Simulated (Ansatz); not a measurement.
**In2Se (model cell, started as cuprite): phonons and vibrational spectra**

Aim: the phonons of In2Se (model cell, started as cuprite) at a cell relaxed beforehand at this level. After the zone centre comes a 2×2×2 q mesh on a 6×6×6 k mesh.

Main program and level: Ansatz 0.2.0; DFT PBEsol, scalar-relativistic, plane waves, PAW.

The structure was built from a prototype and need not be the compound's stable phase.

## 1. Set-up

It takes space group Pn-3m (No. 224, cubic). Conventional cell: a = 6.628 Å, b = 6.628 Å, c = 6.628 Å, α = 90.00°, β = 90.00°, γ = 90.00°. Nearest to Se lie 4 In at 2.87 Å. In has 2 Se at 2.87 Å nearest. Farther neighbours and most contacts between anions are not listed.

## 2. Zone-centre response

The cell comes from relaxations at this level that are not shown. The zone centre comes first: it holds the modes that light can see, as far as symmetry allows. No field response is asked, since the mesh shows no gap.

The input, input.yaml:

```yaml
crystal:
  lattice:
    - [6.6284302234, 0.0, 0.0]
    - [0.0, 6.6284302234, 0.0]
    - [0.0, 0.0, 6.6284302234]
  atoms:
    - { symbol: Se, position: [0.0, 0.0, 0.0] }
    - { symbol: Se, position: [0.5, 0.5, 0.5] }
    - { symbol: In, position: [0.25, 0.25, 0.25] }
    - { symbol: In, position: [0.75, 0.75, 0.25] }
    - { symbol: In, position: [0.75, 0.25, 0.75] }
    - { symbol: In, position: [0.25, 0.75, 0.75] }
kpoints:
  mp_grid: { grid: [6, 6, 6] }
hamiltonian:
  xc: pbesol
scf:
  occupations: { method: methfessel_paxton, width: 0.2 }
output:
  eigenvalues: true
phonons:
  method: dfpt
```

Command:

```sh
$ ansatz run input.yaml --threads 8 --pin off --max-ram 14336MiB --backend cpu --events-out ev --progress --plain --runs-dir out
```

Planned after this: phonons on a q mesh. Settings of the main run: cutoff 420 eV, 6×6×6 k-mesh, 2×2×2 q-mesh, Methfessel-Paxton occupations, smearing width 0.2 eV.

What does the calculation give for the highest optical mode at the zone centre, lowest optical zone-centre mode and lowest mode on the q mesh?

Modes are clearly imaginary (beyond 10i cm⁻¹) at 4 of the 4 irreducible wavevectors, most at Γ (116.3i cm⁻¹), so this structure is not a minimum of the energy. The optical modes at Γ span -116 to 119 cm⁻¹ (negative means imaginary). The highest mode in this list at Γ, 119.0 cm⁻¹, is mostly motion of In (100 % of the kinetic energy).

| Item | Value |
| --- | --- |
| volume per atom | 48.5 Å³ |
| electronic character | no gap on this mesh |
| highest optical mode at the zone centre (no LO-TO term) | 119 cm⁻¹ |
| lowest optical zone-centre mode | -116 cm⁻¹ |
| lowest mode on the q mesh (acoustic modes at Γ apart) | -116 cm⁻¹ |
| highest frequency on the path or at a solved wavevector | 124 cm⁻¹ |
| imaginary modes on the 2×2×2 q mesh | yes |

With no gap, or one that is small against the smearing, the frequencies hang on the k mesh and the smearing, most of all near Kohn anomalies. The starting cell was built on a prototype and not taken from a measurement, so the phase need not exist. These are harmonic frequencies at zero temperature: anharmonic shifts, linewidths and thermal expansion are left out.

[Logs are printed without paths, hosts, clocks, repeated set-up lines and the standing remarks that a program may print on its own settings, such as how far it seeks lower states.]

[Hosts, paths, dates, database ids (printed as entryN), source tags and the programs' standing remarks are cut or masked in the printed files.]
